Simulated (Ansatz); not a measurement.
## What AlSiPb (built on the sites of a database entry of SrAlSi) distorts into

Wanted: the energy along a soft mode of AlSiPb (built on the sites of a database entry of SrAlSi) and the structure at the end.

Method: DFT PBEsol, scalar-relativistic, plane waves, PAW, in Ansatz 0.2.0.

Report form: the programs' logs are mostly left out.

The structure was built from a prototype and need not be the compound's stable phase.

## Step 1: Starting point

It takes space group P-6m2 (No. 187, hexagonal). Conventional cell: a = 4.250 Å, b = 4.250 Å, c = 4.337 Å, α = 90.00°, β = 90.00°, γ = 120.00°. Nearest to Pb lie 6 Al at 3.27 Å and 6 Si at 3.27 Å. Nearest to Al lie 3 Si at 2.45 Å and 6 Pb at 3.27 Å. Nearest to Si lie 3 Al at 2.45 Å and 6 Pb at 3.27 Å. Farther neighbours are not listed.

## Step 2: Phonons on a q mesh

The cell comes from relaxations at this level that are not shown. Stability and thermal properties need the whole zone. Linear response on a 2×2×2 q mesh gives force constants as far as a supercell of that size would.

File input.yaml:

```yaml
crystal:
  lattice:
    - [4.2500517568, -3.3196e-06, 0.0]
    - [-2.1250230036, 3.6806544486, 0.0]
    - [0.0, 0.0, 4.3372265115]
  atoms:
    - { symbol: Pb, position: [0.0, 0.0, 0.0] }
    - { symbol: Al, position: [0.6666666667, 0.3333333333, 0.5] }
    - { symbol: Si, position: [0.3333333333, 0.6666666667, 0.5] }
kpoints:
  mp_grid: { grid: [10, 10, 8] }
hamiltonian:
  xc: pbesol
scf:
  occupations: { method: methfessel_paxton, width: 0.15 }
output:
  eigenvalues: true
phonons:
  method: dfpt
  qmesh: [2, 2, 2]
  temperatures: { t_max: 1000, t_step: 50 }
  qpath:
    path:
      - [[0.0, 0.0, 0.0], [0.5, 0.0, 0.0], [0.33333333, 0.33333333, 0.0], [0.0, 0.0, 0.0], [0.0, 0.0, 0.5], [0.5, 0.0, 0.5], [0.33333333, 0.33333333, 0.5], [0.0, 0.0, 0.5]]
      - [[0.5, 0.0, 0.5], [0.5, 0.0, 0.0]]
      - [[0.33333333, 0.33333333, 0.5], [0.33333333, 0.33333333, 0.0]]
    npoints: 10
```

Started as:

```bash
> ansatz run input.yaml --threads 8 --pin off --max-ram 14336MiB --backend cpu --events-out ev --progress --plain --runs-dir out
```

The job ended after 64 s (8 threads of Arm Neoverse V2, shared host; peak memory 0.98 GiB).

This step gave:

| Quantity | Value |
| --- | --- |
| volume per atom | 22.62 Å³ |
| gap on the k-mesh | 0 eV |
| sum-rule residual before enforcement | 4.01e-5 eV/Å² |
| lowest frequency on the path | -87.45 cm⁻¹ |
| point group | -6m2 |
| highest frequency on the path or at a solved wavevector | 415 cm⁻¹ |
| highest optical mode at the zone centre (no LO-TO term) | 409.9 cm⁻¹ |
| lowest optical zone-centre mode | -27.58 cm⁻¹ |
| lowest mode on the q mesh (acoustic modes at Γ apart) | -87.45 cm⁻¹ |

Frequencies (cm⁻¹) solved at each irreducible wavevector; negative means imaginary. Frequencies by wavevector, by row:

```
q in reciprocal lattice units  star  mode 1  mode 2  mode 3  mode 4  mode 5  mode 6  mode 7  mode 8  mode 9
                        0 0 0     1   -27.6    -9.5    -9.5       0       0       0   144.8   409.9   409.9
                     0 0 -0.5     1   -87.5    31.2    31.2    68.7    95.9    95.9   147.7   409.5   409.5
                     0 -0.5 0     3    28.9      41    51.6    93.3    95.2   115.7   263.3   356.4   403.3
                  0 -0.5 -0.5     3     -33    20.4    60.2    63.2    84.6   115.6   260.7   338.8   411.7
```

Interpolated from a 2×2×2 q mesh, rough between the solved points. Phonon branches along the path, in cm⁻¹:

```
    point  branch 1  branch 2  branch 3  branch 4  branch 5  branch 6  branch 7  branch 8  branch 9
        Γ       -28       -10       -10         0         0         0       145       410       410
  halfway        12        27        36        54        68       136       174       390       407
        M        29        41        52        93        95       116       263       356       403
  halfway        37        50        52        95       105       112       274       339       410
        K        45        48        62        98       106       115       304       306       415
  halfway        27        36        36        60        79       133       194       381       408
        Γ       -28       -10       -10         0         0         0       145       410       410
  halfway       -63        22        22        50        68        68       145       410       410
        A       -88        31        31        69        96        96       148       410       410
  halfway       -58        26        29        64        90       135       175       387       411
        L       -33        20        60        63        85       116       261       339       412
  halfway       -36         4        52        72       103       113       270       330       411
        H       -39       -14        48        82       108       115       297       303       410
  halfway       -50        21        36        60        96       132       190       379       410
        A       -88        31        31        69        96        96       148       410       410
jump to L       -33        20        60        63        85       116       261       339       412
  halfway        25        27        47        87        89       113       262       348       408
        M        29        41        52        93        95       116       263       356       403
jump to H       -39       -14        48        82       108       115       297       303       410
  halfway        24        29        56        93       104       115       301       304       413
        K        45        48        62        98       106       115       304       306       415
```

Symmetry leaves 4 wavevectors to solve. The lowest mode among them, the acoustic zeros apart, lies at q = (0, 0, -0.5) and is imaginary, 87.5i cm⁻¹, so the energy falls along it.

## Step 3: The mode frozen in, largest atomic shift 0 Å

The mode followed lies at q = (0, -0.5, -0.5) with frequency 33.1i cm⁻¹, one of the unstable modes though not the softest. At small amplitude the distorted cell has space group no. 44 by a symmetry search on the positions. The undistorted cell that holds it gives the zero of energy on the same k mesh.

System of this step: AlSiPb (built on the sites of a database entry of SrAlSi). It takes space group P-6m2 (No. 187, hexagonal). Conventional cell: a = 4.250 Å, b = 4.250 Å, c = 4.337 Å, α = 90.00°, β = 90.00°, γ = 120.00°. Nearest to Pb lie 6 Si at 3.27 Å and 6 Al at 3.27 Å. Nearest to Al lie 3 Si at 2.45 Å and 6 Pb at 3.27 Å. Nearest to Si lie 3 Al at 2.45 Å and 6 Pb at 3.27 Å. Farther neighbours are not listed.

File input.yaml:

```yaml
crystal:
  lattice:
    - [-4.2500517568, 3.3196e-06, 0.0]
    - [-2.1250287532, -3.680651129, -4.3372265115]
    - [-2.1250287532, -3.680651129, 4.3372265115]
  atoms:
    - { symbol: Pb, position: [0.0, 0.5, 0.5] }
    - { symbol: Pb, position: [0.0, 1.0, 1.0] }
    - { symbol: Al, position: [0.6666666667, 0.0833333333, 0.5833333333] }
    - { symbol: Al, position: [0.6666666667, 0.5833333333, 0.0833333333] }
    - { symbol: Si, position: [0.3333333333, 0.9166666667, 0.4166666667] }
    - { symbol: Si, position: [0.3333333333, 0.4166666667, 0.9166666667] }
kpoints:
  mp_grid: { grid: [8, 8, 8] }
hamiltonian:
  xc: pbesol
scf:
  occupations: { method: methfessel_paxton, width: 0.15 }
output:
  forces: true
  stress: true
  eigenvalues: true
```

Wall time 4 s (8 threads); peak memory 0.63 GiB.

This step gave:

* pressure: -0.01181 GPa
* energy from the undistorted cell: 0 meV/atom

The run ends at a pressure of -0.01 GPa, with forces up to 0.012 eV/Å.

## Step 4: The mode frozen in, largest atomic shift 0.6 Å

The atoms are moved along the unstable eigenvector, the largest shift by 0.6 Å, with the cell fixed.

input.yaml, the sections that differ from step 3:

```yaml
crystal:
  lattice:
    - [-4.2500517568, 3.3196e-06, 0.0]
    - [-2.1250287532, -3.680651129, -4.3372265115]
    - [-2.1250287532, -3.680651129, 4.3372265115]
  atoms:
    - { symbol: Pb, position: [0.0502545652, 0.4497454348, 0.4497454348] }
    - { symbol: Pb, position: [-0.0502545652, 1.0502545652, 1.0502545652] }
    - { symbol: Al, position: [0.6666666667, 0.014164707, 0.6525019597] }
    - { symbol: Al, position: [0.6666666667, 0.6525019597, 0.014164707] }
    - { symbol: Si, position: [0.3333333333, 0.9016826689, 0.4316506645] }
    - { symbol: Si, position: [0.3333333333, 0.4316506645, 0.9016826689] }
# kpoints, hamiltonian, scf, output: as in step 3
```

Run time: 4.2 s. Hardware: 8 threads; peak memory 0.63 GiB; 31 s of CPU time.

Numbers from this step:

```yaml
pressure: -1.373 GPa
energy_from_the_undistorted_cell: -15.54 meV/atom
```

The energy, extrapolated to zero smearing, is -15.54 meV/atom against the undistorted cell.

The run ends at a pressure of -1.37 GPa, with forces up to 0.28 eV/Å.

## Step 5: Energy along the mode, all amplitudes (two of the runs are shown above)

An imaginary frequency means negative curvature, so the energy should fall and then rise again as anharmonic terms take over.

Numbers from this step:

| Item | Value |
| --- | --- |
| depth at the lowest point sampled | 15.54 meV/atom |
| largest atomic shift at that point | 0.6 Å |

Energy from the parent against largest atomic shift:

```
largest atomic shift (Å)  energy from the parent (meV/atom)
                   0.000                                  0
                   0.040                             -0.101
                   0.080                               -0.4
                   0.140                              -1.20
                   0.220                              -2.82
                   0.320                              -5.62
                   0.450                              -10.5
                   0.600                              -15.5
```

Displacement at unit largest shift by atom:

```
atom  x (Å)  y (Å)  z (Å)  size
 Pb1   0.00   0.62   0.00  0.62
 Pb2   0.00  -0.62   0.00  0.62
 Al3   0.00   0.00   1.00  1.00
 Al4   0.00   0.00  -1.00  1.00
 Si5   0.00   0.00   0.22  0.22
 Si6   0.00   0.00  -0.22  0.22
```

The lowest of the steps tried is the last one, at 0.6 Å, 15.5 meV/atom below the parent; the bottom of the well need not coincide with a step.

## Step 6: Relaxing from the distorted cell

Starting from the lowest point found, all atoms and the cell are let go, so that strain and other modes of the same symmetry can join in.

input.yaml: that of step 4 with these lines changed.

```diff
@@ -22 +22,6 @@
   eigenvalues: true
+relax:
+  adjacent_minimum: "off"
+  f_tol: 0.002
+  max_steps: 120
+  cell: { stress_tol: 0.03 }
```

The job ended after 39 s (8 threads; peak memory 0.72 GiB).

Step by step:

```
step  energy less that of the first step (eV)  largest force component (eV/Å)  pressure (GPa)  volume (Å³)
   1                                   0.0000                          0.2838           -1.37       135.69
   2                                  -0.0606                          0.1753            0.38       131.48
   3                                  -0.0992                          0.1983            1.21       129.22
   4                                  -0.1182                          0.0287            0.58       129.84
   5                                  -0.1209                          0.0212            0.05       130.74
   6                                  -0.1212                          0.0092           -0.01       130.72
   7                                  -0.1213                          0.0038            0.01       130.64
   8                                  -0.1214                          0.0045            0.02       130.56
   9                                  -0.1214                          0.0010            0.00       130.61
 10*                                  -0.1209                          0.0010           -0.01       130.61
```

Relaxation steps marked * repeat the geometry before them on a plane-wave basis chosen anew for their cell, so energy and pressure can jump there.

Forces are held to the 4 operations that the run works with; a distortion that breaks them can't arise in this run.

```
conventional cell, symmetrised  before  after  change
                         a (Å)   4.250  4.067  -4.3 %
                         b (Å)   8.674  8.482  -2.2 %
                         c (Å)   7.361  7.572  +2.9 %
              volume (Å³/atom)   22.62  21.77  -3.7 %
```

The atoms that moved most (Å, as changes of fractional coordinates times the final cell):

```
atom     dx      dy      dz  length
 Pb2  0.000  -0.307   0.000   0.307
 Si5  0.000   0.158   0.122   0.199
 Si6  0.000   0.158  -0.122   0.199
 Al3  0.000  -0.008   0.097   0.097
 Al4  0.000  -0.008  -0.097   0.097
 Pb1  0.000   0.007   0.000   0.007
```

Final coordinates:

```cif
data_structure
_symmetry_space_group_name_H-M 'P 1'
_symmetry_Int_Tables_number 1
_cell_length_a 4.0674
_cell_length_b 6.0377
_cell_length_c 6.0377
_cell_angle_alpha 89.243
_cell_angle_beta 70.316
_cell_angle_gamma 70.316
_cell_volume 130.61
loop_
_atom_site_label
_atom_site_type_symbol
_atom_site_fract_x
_atom_site_fract_y
_atom_site_fract_z
_atom_site_occupancy
Pb1 Pb 0.05119 0.44881 0.44881 1
Pb2 Pb 0.90918 0.09082 0.09082 1
Al3 Al 0.66568 0.00371 0.66494 1
Al4 Al 0.66568 0.66494 0.00371 1
Si5 Si 0.35414 0.86650 0.42523 1
Si6 Si 0.35414 0.42523 0.86650 1
```

Numbers from this step:

```
pressure        : -0.01004 GPa
volume per atom : 21.77 Å³
```

The distorted start has space group Imm2; the relaxation ends in Imm2.

## Step 7: The new phase in its own primitive cell

The relaxed structure is symmetrised, reduced to its primitive cell and relaxed tightly, as its phonons need.

input.yaml, the sections that differ from step 6:

```yaml
crystal:
  lattice:
    - [-2.0337119815, 4.2410226173, 3.7857695516]
    - [2.0337119815, -4.2410226173, 3.7857695516]
    - [2.0337119815, 4.2410226173, -3.7857695516]
  atoms:
    - { symbol: Pb, position: [0.4488053042, 0.9488053042, 0.5] }
    - { symbol: Pb, position: [0.0908181176, 0.0908181176, 0.0] }
    - { symbol: Al, position: [0.0037098351, 0.3343243586, 0.6693854765] }
    - { symbol: Al, position: [0.664938882, 0.3343243586, 0.3306145235] }
    - { symbol: Si, position: [0.8665010277, 0.6458639306, 0.2206370971] }
    - { symbol: Si, position: [0.4252268335, 0.6458639306, 0.7793629029] }
relax:
  adjacent_minimum: "off"
  f_tol: 0.001
  max_steps: 60
  cell: { stress_tol: 0.01 }
# kpoints, hamiltonian, scf, output: as in step 6
```

Elapsed: 11 s, on 8 threads; peak memory 0.72 GiB; 86 s of CPU time.

Little changed from the start: no atom moved by 0.005 Å and no cell edge by 0.1 %.

Numbers from this step:

| Quantity | Value |
| --- | --- |
| pressure | 0.002814 GPa |
| volume per atom | 21.76 Å³ |

The largest force component left is 0.65 meV/Å and the pressure is 0.003 GPa, within the tolerances set. The cell now holds 21.76 Å³/atom.

## Step 8: Modes of the new phase, k-mesh 8×8×8

A relaxed structure may still be a saddle point, so its zone-centre modes are computed. No field response is asked, since the mesh shows no gap.

File input.yaml:

```yaml
crystal:
  lattice:
    - [-2.0334466932, 4.2400375326, 3.786272319]
    - [2.0334466932, -4.2400375326, 3.786272319]
    - [2.0334466932, 4.2400375326, -3.786272319]
  atoms:
    - { symbol: Pb, position: [0.4488464866, 0.9488464866, 0.5] }
    - { symbol: Pb, position: [0.0907690987, 0.0907690987, 0.0] }
    - { symbol: Al, position: [0.0037303207, 0.334331686, 0.6693986347] }
    - { symbol: Al, position: [0.6649330514, 0.334331686, 0.3306013653] }
    - { symbol: Si, position: [0.866519086, 0.6458605214, 0.2206585646] }
    - { symbol: Si, position: [0.4252019568, 0.6458605214, 0.7793414354] }
kpoints:
  mp_grid: { grid: [8, 8, 8] }
hamiltonian:
  xc: pbesol
scf:
  occupations: { method: methfessel_paxton, width: 0.15 }
output:
  eigenvalues: true
phonons:
  method: dfpt
```

Elapsed: 1.7 min, on 8 threads; peak memory 2.2 GiB; 12 min of CPU time.

This step gave:

```yaml
sum_rule_residual_before_enforcement: 3.49e-5 eV/Å²
point_group: mm2
highest_optical_mode_at_the_zone_centre_no_lo_to_term: 358.9 cm⁻¹
lowest_optical_zone_centre_mode: 48.08 cm⁻¹
```

Patterns of degenerate modes are one choice out of their space. The modes at Γ (shares of kinetic energy by element, %):

```
mode  frequency (cm⁻¹)  symmetry  Pb %  Al %  Si %
   1               0.0  acoustic    79    10    11
   2               0.0  acoustic    79    10    11
   3               0.0  acoustic    79    10    11
   4              48.1        B1    91     5     5
   5              48.7        B2    98     2     1
   6              62.4        A1    91     2     7
   7              67.9        B1    30    33    37
   8              88.6        A1    21    37    42
   9              92.9        B2     2    63    34
  10             101.1        A2     0    54    46
  11             116.5        A1     6     4    90
  12             123.1        B2    20    16    64
  13             193.8        A1     3    95     3
  14             270.5        B2     1    71    28
  15             290.2        B2     0    37    62
  16             334.4        A2     0    46    54
  17             343.1        B1     0    52    48
  18             358.9        A1     0    53    47
```

Displacements in mode 4 (48.1 cm⁻¹), the largest set to 1:
```
Pb1  1.00  0.00  0.00
Pb2 -0.71  0.00  0.00
Al3 -0.54  0.00  0.00
Al4 -0.54  0.00  0.00
Si5 -0.54  0.00  0.00
Si6 -0.54  0.00  0.00
```

Displacements in mode 18 (358.9 cm⁻¹), the largest set to 1:
```
Pb1  0.00  0.00 -0.02
Pb2  0.00  0.00 -0.01
Al3  0.00  0.15  1.00
Al4  0.00 -0.15  1.00
Si5  0.00  0.38 -0.85
Si6  0.00 -0.38 -0.85
```

Before it was imposed, the acoustic sum rule was missed by 3.5e-5 eV/Å². Small misses are needed for a sound result but don't prove that mesh and cutoff are converged. The lowest optical mode is real, 48.1 cm⁻¹.

## Step 9: The phases reached

The phases reached along the modes that were followed are set side by side.

Energies are those of the first relaxation, on the mesh of the frozen mode; space group, volume and gap are those of the last relaxation. Phases, by row:

```
               mode frozen in  space group  energy from parent (meV/atom)  volume (Å³/atom)  gap on mesh (eV)  lowest zone-centre optical mode (cm⁻¹)  largest shift (Å)
                       parent        P-6m2                              0             22.62                 0                                       –                  –
   q = (0, 0, -0.5), 87i cm⁻¹        P-6m2                           -9.6             22.62                 0                                    39.9              0.295
q = (0, -0.5, -0.5), 33i cm⁻¹         Imm2                         -35.76             21.76                 0                                    48.1              0.688
```

## Step 10: Results

| Quantity | Value |
| --- | --- |
| unstable mode of the parent | q = (0, -0.5, -0.5), 33i cm⁻¹ |
| depth at the lowest point sampled | 15.5 meV/atom |
| largest atomic shift at that point | 0.6 Å |
| space group reached (within 0.01 Å) | Imm2 |
| energy gained over the parent (first relaxation, on the mesh of the frozen mode) | 35.8 meV/atom |
| volume per atom, phase reached | 21.8 Å³ |
| lowest optical zone-centre mode, phase reached | 48.1 cm⁻¹ |
| highest optical mode at the zone centre (no LO-TO term), phase reached | 359 cm⁻¹ |

In words: Along this mode the structure falls into Imm2, 35.8 meV/atom below the parent. At the parent's cell the well is 15.54 meV/atom deep on the steps tried, with its lowest point at a shift of 0.6 Å. That is the last step tried, so the steps alone don't bracket the bottom of the well. Relaxing atoms and cell changes the gain by +20.22 meV/atom against the lowest step (energies at zero smearing). The new phase has no imaginary mode at the zone centre of its cell; other wavevectors were not checked. Of the 2 patterns followed to their end from this parent, this one reaches the lowest energy. Each path keeps the symmetry of its pattern, so a lower phase may lie along a pattern not tried. The q mesh stands for a supercell only 8.5 Å across, so branches between the solved wavevectors are rough. With no gap, or one that is small against the smearing, the frequencies hang on the k mesh and the smearing, most of all near Kohn anomalies. The phonon runs are without spin polarisation, although the cell has an odd electron count. Spin-orbit coupling is left out, which can matter for the heavy elements here. A phonon run warned that its eigensolver left some bands unconverged in a pass. The starting cell was built on a prototype and not taken from a measurement, so the phase need not exist.

[Logs are printed without paths, hosts, clocks, repeated set-up lines and the standing remarks that a program may print on its own settings, such as how far it seeks lower states.]

[Hosts, paths, dates, database ids (printed as entryN), source tags and the programs' standing remarks are cut or masked in the printed files.]
